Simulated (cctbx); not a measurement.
# Which space group?

Cell: a = 9.6530 Å, b = 9.6530 Å, c = 9.1010 Å, α = 90.00°, β = 90.00°, γ = 120.00°. Expected content of the cell: Pb18 Mo8 Ni2.

Simulated single-crystal data (cctbx): Ag Kα, λ = 0.56087 Å, to d = 0.75 Å, 70 % of the full sphere, strongest reflection 70000 counts, noise from counting, a 6 % proportional error and a noise floor of 8 counts (s.d.); no absorption.

Tests on the unmerged data give:

```text
5072 reflections to d = 0.750 A
centring   violations  <I/sigma> of those
    A       2209 of  2514     12.4
    B       2256 of  2548     12.4
    C       2287 of  2546     12.4
    I       2221 of  2521     12.4
    R       3042 of  3408     12.4
    F       3376 of  3804     12.4
Laue class    unique    Rint  (classes that these axes allow; Friedel mates merged)
P -1             3313   0.037
P 1 1 2/m        1908   0.042
P -3             1219   0.046
P -3 1 m          676   0.048
P -3 m 1          719   0.048
P 6/m             653   0.048
P 6/m m m         414   0.049
space group    extra absences  I>4sigma  <I/sigma>
P 6 2 2                 0          0         -  acentric
P 63 2 2               10          0      -0.0  acentric
P 6 m m                 0          0         -  acentric
P 63 m c              249          0       0.0  acentric
P -6 m 2                0          0         -  acentric
P -6 2 m                0          0         -  acentric
P -6 2 c              249          0       0.0  acentric
P 6/m m m               0          0         -  centric
P 63/m m c            249          0       0.0  centric
Wilson B = 0.67 A^2   <|E^2-1|> = 0.898 (0.968 centric, 0.736 acentric)   E^2>4: 2.3 %
shell (A)         n   <I/sigma>
 9.10 - 1.50     68     31.8
 1.50 - 1.19     53     37.9
 1.19 - 1.04     52     39.9
 1.04 - 0.95     48     41.7
 0.95 - 0.88     49     42.7
 0.88 - 0.83     47     45.1
 0.83 - 0.78     51     39.8
 0.78 - 0.75     46     40.1
```

**Question.** What are the lattice type, the Laue class and the likely space group?

Every centring test has many violations, so the lattice is primitive.

Rint stays low (0.037 to 0.049) up to P 6/m m m, the highest class in these axes.

9 settings pass the absence test. The most absences obeyed, 249, belong to P 63 m c, P -6 2 c and P 63/m m c, which absences can't tell apart.

⟨|E²−1|⟩ = 0.898 leans to a centrosymmetric structure. The Wilson B of 0.67 Å² means U ≈ 0.0085 Å².

The true group is P6_3/mmc (no. 194), Laue class 6/mmm, centrosymmetric. The tables only narrow the choice to the tied entries; cell content, site symmetry and trial solutions must settle it.

The model was made for the exercise: a known structure type with other elements put in, its volume estimated, not relaxed; displacement parameters are assumed.

[Logs are printed without paths, hosts, clocks, repeated set-up lines and the standing remarks that a program may print on its own settings, such as how far it seeks lower states.]
